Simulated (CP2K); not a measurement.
Consider ethyl trifluoroacetate at its PBE geometry (Å).

```xyz
14

C    -2.3129    0.3672    0.1838
C    -1.1511   -0.4756   -0.2893
O     0.0971    0.2051    0.1044
C     1.2209   -0.4528   -0.2476
O     1.3071   -1.5096   -0.8407
C     2.4578    0.3641    0.2364
F     2.4483    1.6140   -0.3219
F     3.6174   -0.2421   -0.1015
F     2.4462    0.4853    1.5962
H    -3.2512   -0.1247   -0.1082
H    -2.3102    0.4765    1.2755
H    -2.2948    1.3653   -0.2710
H    -1.1332   -0.5973   -1.3804
H    -1.1415   -1.4754    0.1644
```

Method: CP2K XAS_TDP, all-electron GAPW, PBEh(45%), aug-cc-pVDZ, TDA, GW2X-corrected core level, no relativity.

Q: Predict the bright core excitations at the F K edge.

Leading lines: F7 689.74 eV. The leading line of an atom is its first one with 35 % of the strongest within 2.5 eV of its lowest line over the strength cut. Core ionisation energies at this level: F7 693.75 eV.

The first six lines of each atom with a strength over 0.0015:

```
                     atom  energy (eV)  states  strength, one atom  above the computed threshold
F7 (bonded to C), 2 alike       689.74       1              0.0236                              
                                691.88       1              0.0155                              
                                692.24       1              0.0063                              
                                692.91       1              0.0022                              
                                693.14       1              0.0056                              
                                693.27       1              0.0016
```

Lines are vertical, at one geometry, with no vibrational structure. GW2X ionisation energies and lines can be off by 1 to 2 eV either way, and a good line position may hide errors that cancel. Atoms with the same bonds but other surroundings in this conformer are left out. These values hold no scalar relativity, about 0.7 eV for F 1s. Rydberg lines, and the discretised continuum above threshold, depend on the basis and the box.

[Banner, clock and machine lines of the logs are left out without a mark of their own.]

[Logs are printed without paths, hosts, clocks, repeated set-up lines and the standing remarks that a program may print on its own settings, such as how far it seeks lower states.]

[Hosts, paths, dates, database ids (printed as entryN), source tags and the programs' standing remarks are cut or masked in the printed files.]
